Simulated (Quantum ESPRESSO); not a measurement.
## Cobalt: non-collinear starts

Aim: see whether a non-collinear arrangement of the moments of Cobalt lies under the collinear ones.

Main program and level: Quantum ESPRESSO 7.5; LDA; plane waves with GBRV 1.5 LDA potentials, no spin-orbit coupling.

## (1) The starting structure

It takes space group P6_3/mmc (No. 194, hexagonal). Conventional cell: a = 2.507 Å, b = 2.507 Å, c = 4.070 Å, α = 90.00°, β = 90.00°, γ = 120.00°. Nearest to Co lie 12 Co at 2.50 to 2.51 Å.

The cell comes from the Crystallography Open Database.

## (2) Start 1: collinear parallel

The input, pw.in:

```
&CONTROL
  calculation = 'scf'
  prefix = 'pwscf'
  outdir = './tmp'
  pseudo_dir = './pseudo'
  disk_io = 'nowf'
/
&SYSTEM
  ibrav = 0
  celldm(1) = 8
  nat = 2
  ntyp = 1
  ecutwfc = 34
  ecutrho = 238
  nbnd = 48
  occupations = 'smearing'
  smearing = 'fd'
  degauss = 0.00734986
  noncolin = .true.
  starting_magnetization(1) = 0.1176
  angle1(1) = 0
  angle2(1) = 0
/
&ELECTRONS
  conv_thr = 2d-08
  electron_maxstep = 150
  mixing_beta = 0.3
/
ATOMIC_SPECIES
Co     58.9332 co_lda_v1.2.uspp.F.UPF
CELL_PARAMETERS alat
   0.5922874106108    0.0000000000000    0.0000000000000
  -0.2961437053054    0.5129359439191    0.0000000000000
   0.0000000000000    0.0000000000000    0.9613745443268
ATOMIC_POSITIONS crystal
Co      0.3333333333    0.6666666667    0.2500000000
Co      0.6666666667    0.3333333333    0.7500000000
K_POINTS automatic
8 8 4 0 0 0
```

Run with:

```bash
> OMP_NUM_THREADS=1 mpirun -n 4 pw.x -nk 4 -in pw.in > pw.out
```

The log of the run:

```text
Program PWSCF v.7.5 starts

     Message from routine setup:
     using ibrav=0 with symmetry is DISCOURAGED, use correct ibrav instead

     K-points division:     npool     =       4
     Subspace diagonalization in iterative solution of the eigenvalue problem:

     bravais-lattice index     =            0
     lattice parameter (alat)  =       8.0000  a.u.
     unit-cell volume          =     149.5403 (a.u.)^3
     number of atoms/cell      =            2
     number of atomic types    =            1
     number of electrons       =        34.00
     number of Kohn-Sham states=           48
     kinetic-energy cutoff     =      34.0000  Ry
     charge density cutoff     =     238.0000  Ry
     scf convergence threshold =      2.0E-08
     mixing beta               =       0.3000
     number of iterations used =            8  plain     mixing
     Exchange-correlation= SLA  PZ   NOGX NOGC
                           (   1   1   0   0   0   0   0)
     Noncollinear calculation without spin-orbit

     celldm(1)=   8.000000  celldm(2)=   0.000000  celldm(3)=   0.000000
     celldm(4)=   0.000000  celldm(5)=   0.000000  celldm(6)=   0.000000

     crystal axes: (cart. coord. in units of alat)
               a(1) = (   0.592287   0.000000   0.000000 )
               a(2) = (  -0.296144   0.512936   0.000000 )
               a(3) = (   0.000000   0.000000   0.961375 )

     reciprocal axes: (cart. coord. in units 2 pi/alat)
               b(1) = (  1.688370  0.974781 -0.000000 )
               b(2) = (  0.000000  1.949561  0.000000 )
               b(3) = (  0.000000 -0.000000  1.040177 )

     PseudoPot. # 1 for Co read from file:
     co_lda_v1.2.uspp.F.UPF
     Pseudo is Ultrasoft + core correction, Zval = 17.0

     atomic species   valence    mass     pseudopotential
     Co               17.00    58.93320     Co( 1.00)

     24 Sym. Ops., with inversion, found (12 have fractional translation)

   Cartesian axes

     site n.     atom                  positions (alat units)
         1        Co     tau(   1) = (  -0.0000000   0.3419573   0.2403436  )
         2        Co     tau(   2) = (   0.2961437   0.1709786   0.7210309  )

     number of k points=    30  Fermi-Dirac smearing, width (Ry)=  0.0073
                       cart. coord. in units 2pi/alat
        k(    1) = (   0.0000000   0.0000000   0.0000000), wk =   0.0039062
        k(    2) = (   0.0000000   0.0000000   0.2600443), wk =   0.0078125
        k(    3) = (   0.0000000   0.0000000  -0.5200887), wk =   0.0039062
        k(    4) = (   0.0000000   0.2436951   0.0000000), wk =   0.0234375
        k(    5) = (   0.0000000   0.2436951   0.2600443), wk =   0.0468750
        [... 25 further k-points ...]

     Dense  grid:     9319 G-vectors     FFT dimensions: (  24,  24,  40)

     Smooth grid:     3995 G-vectors     FFT dimensions: (  18,  18,  30)

     Check: negative core charge=   -0.000036
     Generating pointlists ...
     new r_m :   0.2433 (alat units)  1.9467 (a.u.) for type    1

     Initial potential from superposition of free atoms

     starting charge      32.0000, renormalised to      34.0000

 ==============================================================================
     atom number    1 relative position :   -0.0000   0.3420   0.2403
     charge :    16.113782  (integrated on a sphere of radius 0.243)
     magnetization :          0.000000    0.000000    1.894981
     magnetization/charge:    0.000000    0.000000    0.117600
     polar coord.: r, theta, phi [deg] :     1.894981    0.000000  360.000000

 ==============================================================================

 ==============================================================================
     atom number    2 relative position :    0.2961   0.1710   0.7210
     charge :    16.113782  (integrated on a sphere of radius 0.243)
     magnetization :          0.000000    0.000000    1.894981
     magnetization/charge:    0.000000    0.000000    0.117600
     polar coord.: r, theta, phi [deg] :     1.894981    0.000000  360.000000

 ==============================================================================
     Starting wfcs are   52 randomized atomic wfcs

     Self-consistent Calculation

     iteration #  1     ecut=    34.00 Ry     beta= 0.30
     Davidson diagonalization with overlap
     ethr =  1.00E-02,  avg # of iterations =  3.7

     total energy              =    -593.45462924 Ry
     estimated scf accuracy    <      14.75035937 Ry

     total magnetization       =     0.00    -0.00     2.05 Bohr mag/cell
     absolute magnetization    =     2.11 Bohr mag/cell

     iteration #  2     ecut=    34.00 Ry     beta= 0.30
     Davidson diagonalization with overlap
     ethr =  1.00E-02,  avg # of iterations =  2.9

     total energy              =    -596.55181024 Ry
     estimated scf accuracy    <       0.64540022 Ry

     total magnetization       =     0.00     0.00     3.17 Bohr mag/cell
     absolute magnetization    =     3.28 Bohr mag/cell

     [... further iterations left out ...]

     iteration #  9     ecut=    34.00 Ry     beta= 0.30
     Davidson diagonalization with overlap
     ethr =  1.43E-08,  avg # of iterations =  2.0

     total energy              =    -596.66655634 Ry
     estimated scf accuracy    <       0.00000047 Ry

     total magnetization       =    -0.00    -0.00     3.24 Bohr mag/cell
     absolute magnetization    =     3.50 Bohr mag/cell

     iteration # 10     ecut=    34.00 Ry     beta= 0.30
     Davidson diagonalization with overlap
     ethr =  1.37E-09,  avg # of iterations =  2.0

 ==============================================================================
     atom number    1 relative position :   -0.0000   0.3420   0.2403
     charge :    15.620610  (integrated on a sphere of radius 0.243)
     magnetization :         -0.000000    0.000000    1.682274
     magnetization/charge:   -0.000000    0.000000    0.107696
     polar coord.: r, theta, phi [deg] :     1.682274    0.000000  360.000000

 ==============================================================================

 ==============================================================================
     atom number    2 relative position :    0.2961   0.1710   0.7210
     charge :    15.620610  (integrated on a sphere of radius 0.243)
     magnetization :          0.000000   -0.000000    1.682274
     magnetization/charge:    0.000000   -0.000000    0.107696
     polar coord.: r, theta, phi [deg] :     1.682274    0.000000  360.000000

 ==============================================================================

     End of self-consistent calculation

     [... lines left out ...]
     the Fermi energy is    17.5743 ev

!    total energy              =    -596.66655641 Ry
     estimated scf accuracy    <       0.00000001 Ry
     smearing contrib. (-TS)   =      -0.00449309 Ry
     internal energy E=F+TS    =    -596.66206332 Ry

     The total energy is F=E-TS. E is the sum of the following terms:
     one-electron contribution =    -313.77924750 Ry
     hartree contribution      =     177.80189448 Ry
     xc contribution           =     -64.43335020 Ry
     ewald contribution        =    -396.25136009 Ry

     total magnetization       =     0.00     0.00     3.24 Bohr mag/cell
     absolute magnetization    =     3.51 Bohr mag/cell

     convergence has been achieved in  10 iterations

=------------------------------------------------------------------------------=
   JOB DONE.
=------------------------------------------------------------------------------=
```

Elapsed: 6.8 s, on 4 MPI ranks of Arm Neoverse V2, shared host; peak memory 0.26 GiB.

Spin moment in the atom's sphere by atom:

| atom | x (μB) | y (μB) | z (μB) | size |
| --- | --- | --- | --- | --- |
| Co1 | 0.00 | 0.00 | 1.68 | 1.68 |
| Co2 | 0.00 | 0.00 | 1.68 | 1.68 |

This step gave:

| Property | Result |
| --- | --- |
| smearing term TS | 0.06113 eV |
| magnetization | 0, 0, 3.244 μB |
| absolute magnetization | 3.505 μB |
| final state | ferromagnetic |

## (3) Start 2: collinear alternating

pw.in, as its differences from that of step 2:

```diff
@@ -11,3 +11,3 @@
   nat = 2
-  ntyp = 1
+  ntyp = 2
   ecutwfc = 34
@@ -22,2 +22,5 @@
   angle2(1) = 0
+  starting_magnetization(2) = 0.1176
+  angle1(2) = 180
+  angle2(2) = 0
 /
@@ -29,3 +32,4 @@
 ATOMIC_SPECIES
-Co     58.9332 co_lda_v1.2.uspp.F.UPF
+Co1    58.9332 co_lda_v1.2.uspp.F.UPF
+Co2    58.9332 co_lda_v1.2.uspp.F.UPF
 CELL_PARAMETERS alat
@@ -35,4 +39,4 @@
 ATOMIC_POSITIONS crystal
-Co      0.3333333333    0.6666666667    0.2500000000
-Co      0.6666666667    0.3333333333    0.7500000000
+Co1     0.3333333333    0.6666666667    0.2500000000
+Co2     0.6666666667    0.3333333333    0.7500000000
 K_POINTS automatic
```

The log of the run:

```text
     [... lines left out ...]
Program PWSCF v.7.5 starts
     [... lines left out ...]
     number of atoms/cell      =            2
     [... lines left out ...]
     number of electrons       =        34.00
     number of Kohn-Sham states=           48
     kinetic-energy cutoff     =      34.0000  Ry
     charge density cutoff     =     238.0000  Ry
     scf convergence threshold =      2.0E-08
     [... lines left out ...]
     Noncollinear calculation without spin-orbit
     [... lines left out ...]
     12 Sym. Ops. (no inversion) found ( 6 have fractional translation)
     [... lines left out ...]
     number of k points=    45  Fermi-Dirac smearing, width (Ry)=  0.0073
     [... lines left out ...]
     iteration # 18     ecut=    34.00 Ry     beta= 0.30
     [... lines left out ...]
     atom number    1 relative position :   -0.0000   0.3420   0.2403
     [... lines left out ...]
     magnetization :         -0.000000   -0.000000    0.870226
     [... lines left out ...]
     atom number    2 relative position :    0.2961   0.1710   0.7210
     [... lines left out ...]
     magnetization :         -0.000000    0.000000   -0.870560
     [... lines left out ...]
     the Fermi energy is    17.5149 ev
!    total energy              =    -596.63630962 Ry
     estimated scf accuracy    <       0.00000001 Ry
     smearing contrib. (-TS)   =      -0.01245117 Ry
     [... lines left out ...]
     total magnetization       =    -0.00     0.00    -0.00 Bohr mag/cell
     absolute magnetization    =     1.77 Bohr mag/cell
     convergence has been achieved in  18 iterations
```

Run time: 16 s. Hardware: 4 MPI ranks; peak memory 0.28 GiB.

Spin moment in the atom's sphere by atom:

| atom | x (μB) | y (μB) | z (μB) | size |
| --- | --- | --- | --- | --- |
| Co1 | 0.000 | 0.000 | 0.870 | 0.870 |
| Co2 | 0.000 | 0.000 | -0.871 | 0.871 |

Numbers from this step:

| Item | Value |
| --- | --- |
| smearing term TS | 0.1694 eV |
| magnetization | 0, 0, 0 μB |
| absolute magnetization | 1.774 μB |
| final state | antiferromagnetic |

## (4) Start 3: random 1

pw.in, as its differences from that of step 3:

```diff
@@ -19,8 +19,9 @@
   noncolin = .true.
-  starting_magnetization(1) = 0.1176
-  angle1(1) = 0
-  angle2(1) = 0
-  starting_magnetization(2) = 0.1176
-  angle1(2) = 180
-  angle2(2) = 0
+  starting_magnetization(1) = 0.1177
+  angle1(1) = 17.893
+  angle2(1) = 149.931
+  starting_magnetization(2) = 0.1177
+  angle1(2) = 42.024
+  angle2(2) = 102.77
+  nosym = .true.
 /
```

The log of the run:

```text
     [... lines left out ...]
Program PWSCF v.7.5 starts
     [... lines left out ...]
     number of atoms/cell      =            2
     [... lines left out ...]
     number of electrons       =        34.00
     number of Kohn-Sham states=           48
     kinetic-energy cutoff     =      34.0000  Ry
     charge density cutoff     =     238.0000  Ry
     scf convergence threshold =      2.0E-08
     [... lines left out ...]
     Noncollinear calculation without spin-orbit
     [... lines left out ...]
     No symmetry found
     [... lines left out ...]
     number of k points=   256  Fermi-Dirac smearing, width (Ry)=  0.0073
     [... lines left out ...]
     iteration # 14     ecut=    34.00 Ry     beta= 0.30
     [... lines left out ...]
     atom number    1 relative position :   -0.0000   0.3420   0.2403
     [... lines left out ...]
     magnetization :         -0.362176    0.706123    1.483467
     [... lines left out ...]
     atom number    2 relative position :    0.2961   0.1710   0.7210
     [... lines left out ...]
     magnetization :         -0.362233    0.705889    1.483569
     [... lines left out ...]
     the Fermi energy is    17.5744 ev
!    total energy              =    -596.66655642 Ry
     estimated scf accuracy    <          3.1E-09 Ry
     smearing contrib. (-TS)   =      -0.00449357 Ry
     [... lines left out ...]
     total magnetization       =    -0.70     1.36     2.86 Bohr mag/cell
     absolute magnetization    =     3.51 Bohr mag/cell
     convergence has been achieved in  14 iterations
```

Elapsed: 65 s, on 4 MPI ranks; peak memory 0.44 GiB.

Spin moment in the atom's sphere by atom:

| atom | x (μB) | y (μB) | z (μB) | size |
| --- | --- | --- | --- | --- |
| Co1 | -0.36 | 0.71 | 1.48 | 1.68 |
| Co2 | -0.36 | 0.71 | 1.48 | 1.68 |

Numbers from this step:

```yaml
smearing_term_ts: 0.06114 eV
magnetization: -0.698, 1.361, 2.861 μB
absolute_magnetization: 3.506 μB
final_state: ferromagnetic
```

## (5) Start 4: two sublattices 120 degrees apart

pw.in, as its differences from that of step 4:

```diff
@@ -19,9 +19,8 @@
   noncolin = .true.
-  starting_magnetization(1) = 0.1177
-  angle1(1) = 17.893
-  angle2(1) = 149.931
-  starting_magnetization(2) = 0.1177
-  angle1(2) = 42.024
-  angle2(2) = 102.77
-  nosym = .true.
+  starting_magnetization(1) = 0.1176
+  angle1(1) = 90
+  angle2(1) = 0
+  starting_magnetization(2) = 0.1176
+  angle1(2) = 90
+  angle2(2) = 119.999
 /
```

The log of the run:

```text
     [... lines left out ...]
Program PWSCF v.7.5 starts
     [... lines left out ...]
     number of atoms/cell      =            2
     [... lines left out ...]
     number of electrons       =        34.00
     number of Kohn-Sham states=           48
     kinetic-energy cutoff     =      34.0000  Ry
     charge density cutoff     =     238.0000  Ry
     scf convergence threshold =      2.0E-08
     [... lines left out ...]
     Noncollinear calculation without spin-orbit
     [... lines left out ...]
      2 Sym. Ops. (no inversion) found ( 1 have fractional translation)
     [... lines left out ...]
     number of k points=   136  Fermi-Dirac smearing, width (Ry)=  0.0073
     [... lines left out ...]
     iteration # 22     ecut=    34.00 Ry     beta= 0.30
     [... lines left out ...]
     atom number    1 relative position :   -0.0000   0.3420   0.2403
     [... lines left out ...]
     magnetization :          0.840187    1.457507    0.000000
     [... lines left out ...]
     atom number    2 relative position :    0.2961   0.1710   0.7210
     [... lines left out ...]
     magnetization :          0.839899    1.457685   -0.000000
     [... lines left out ...]
     the Fermi energy is    17.5743 ev
!    total energy              =    -596.66655642 Ry
     estimated scf accuracy    <          2.6E-09 Ry
     smearing contrib. (-TS)   =      -0.00449327 Ry
     [... lines left out ...]
     total magnetization       =     1.62     2.81     0.00 Bohr mag/cell
     absolute magnetization    =     3.51 Bohr mag/cell
     convergence has been achieved in  22 iterations
```

Wall time 56 s (4 MPI ranks); peak memory 0.35 GiB; 3.7 min of CPU time.

Spin moment in the atom's sphere by atom:

| atom | x (μB) | y (μB) | z (μB) | size |
| --- | --- | --- | --- | --- |
| Co1 | 0.84 | 1.46 | 0.00 | 1.68 |
| Co2 | 0.84 | 1.46 | 0.00 | 1.68 |

This step gave:

```
smearing term TS       : 0.06113 eV
magnetization          : 1.62, 2.811, 0 μB
absolute magnetization : 3.506 μB
final state            : ferromagnetic
```

## (6) The textures together

Textures, by row:

| start | final state | energy over the lowest (meV a seeded atom) | smallest moment (μB) | largest moment (μB) | net moment (μB a cell) | angles to the first moment (degrees) |
| --- | --- | --- | --- | --- | --- | --- |
| collinear parallel | ferromagnetic | 0 | 1.682 | 1.682 | 3.244 | 0 |
| collinear alternating | antiferromagnetic | 205.8 | 0.8702 | 0.8706 | 0 | 180 |
| random 1 | ferromagnetic | 0 | 1.682 | 1.682 | 3.244 | 0 |
| two sublattices 120 degrees apart | ferromagnetic | 0 | 1.682 | 1.682 | 3.244 | 0 |

## (7) Outcome

| Item | Value |
| --- | --- |
| lowest start | collinear parallel, random 1 and two sublattices 120 degrees apart |
| its final state | ferromagnetic |
| its moments | 1.68 μB |
| its net moment | 3.24 μB a cell |

**Reading.** No finished start ends non-collinear. The mesh is coarse, so differences of some ten meV can be noise where moments are itinerant. Without spin–orbit coupling only the angles between moments matter. The cell holds only so many moments, so longer spirals cannot form in it. Energies are free energies at an electronic temperature of 1160 K, which lowers moments and differences where the moments are itinerant. The cutoff lies under the 40 Ry that these files are usually run at.

[Logs and program files are shortened in this print: banners, set-up blocks, solver, clock and traceback lines can be left out without a mark of their own.]

[Logs are printed without paths, hosts, clocks, repeated set-up lines and the standing remarks that a program may print on its own settings, such as how far it seeks lower states.]

[Hosts, paths, dates, database ids (printed as entryN), source tags and the programs' standing remarks are cut or masked in the printed files.]

[Where a cell is said to come from a database of computed structures, the database is the Materials Project.]
